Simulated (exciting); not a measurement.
Consider ScF3, space group Pm-3m.

```xyz
4
Lattice="4.0125 0.0000 0.0000 0.0000 4.0125 0.0000 0.0000 0.0000 4.0125" Properties=species:S:1:pos:R:3 pbc="T T T"
Sc    0.0000    0.0000    0.0000
F     0.0000    0.0000    2.0062
F     0.0000    2.0062    0.0000
F     2.0062    0.0000    0.0000
```

Absorber: atom 2, with 2 Sc at 2.01 Å (linear, site symmetry 4/mmm). Method: exciting, all-electron LAPW+lo, LDA, exchange and screened direct term (singlet BSE), 4×4×4 shifted k points, 29 conduction bands, |G+q| up to 3 bohr⁻¹, full RPA screening with nempty = 54, Lorentzian half width 0.45 eV.

Q: What does the F K spectrum look like, and is there a bound core exciton?

Bound core exciton? Yes on this mesh: the first bright state (over 5 % of the brightest) lies at -2.63 eV from the Kohn–Sham onset and at -2.69 eV from the lowest bare transition of its own mesh; weaker or dark states reach down to -2.70 eV. Maxima (height): -2.6 eV (1.00), -0.6 eV (0.84), 1.4 eV (0.42), 4.6 eV (0.46), 7.1 eV (0.58), 8.9 eV (0.37) and 17.2 eV (0.34); 1 lower ones aren't listed.

Energy from the Kohn–Sham onset, core level to the lowest empty state found on the meshes used; Im ε in relative units:

| E (eV) | Im ε |
| --- | --- |
| -6.5 | 0.02 |
| -6.0 | 0.03 |
| -5.5 | 0.04 |
| -5.0 | 0.05 |
| -4.5 | 0.07 |
| -4.0 | 0.12 |
| -3.5 | 0.23 |
| -3.0 | 0.62 |
| -2.5 | 0.93 |
| -2.0 | 0.41 |
| -1.5 | 0.31 |
| -1.0 | 0.55 |
| -0.5 | 0.80 |
| 0.0 | 0.37 |
| 0.5 | 0.28 |
| 1.0 | 0.39 |
| 1.5 | 0.42 |
| 2.0 | 0.40 |
| 2.5 | 0.38 |
| 3.0 | 0.29 |
| 3.5 | 0.26 |
| 4.0 | 0.31 |
| 4.5 | 0.45 |
| 5.0 | 0.43 |
| 5.5 | 0.42 |
| 6.0 | 0.40 |
| 6.5 | 0.44 |
| 7.0 | 0.57 |
| 7.5 | 0.49 |
| 8.0 | 0.39 |
| 8.5 | 0.34 |
| 9.0 | 0.37 |
| 9.5 | 0.33 |
| 10.0 | 0.24 |
| 10.5 | 0.19 |
| 11.0 | 0.17 |
| 11.5 | 0.15 |
| 12.0 | 0.15 |
| 12.5 | 0.14 |
| 13.0 | 0.14 |
| 13.5 | 0.20 |
| 14.0 | 0.22 |
| 14.5 | 0.16 |
| 15.0 | 0.15 |
| 15.5 | 0.17 |
| 16.0 | 0.19 |
| 16.5 | 0.24 |
| 17.0 | 0.33 |
| 17.5 | 0.29 |
| 18.0 | 0.21 |
| 18.5 | 0.18 |
| 19.0 | 0.13 |
| 19.5 | 0.11 |
| 20.0 | 0.10 |
| 20.5 | 0.09 |
| 21.0 | 0.08 |
| 21.5 | 0.08 |
| 22.0 | 0.08 |
| 22.5 | 0.07 |
| 23.0 | 0.07 |
| 23.5 | 0.08 |

With 64 k points the binding energies are rough, and fine structure above the first lines is partly noise of the mesh. The kernel cutoff is low for a compact core orbital, so the effect of exchange is a lower bound. The zero comes from the unshifted 4×4×4 ground-state mesh; it is exact only where the band minimum lies on that mesh. The Kohn–Sham onset, 653 eV, is no photon energy: the scale needs a rigid shift. No quasiparticle correction widens the gap or stretches the bands. Vibrations and energy-dependent lifetimes are left out. The structure is a published determination, not relaxed.

[Banner, clock and machine lines of the logs are left out without a mark of their own.]

[Logs are printed without paths, hosts, clocks, repeated set-up lines and the standing remarks that a program may print on its own settings, such as how far it seeks lower states.]

[Hosts, paths, dates, database ids (printed as entryN), source tags and the programs' standing remarks are cut or masked in the printed files.]
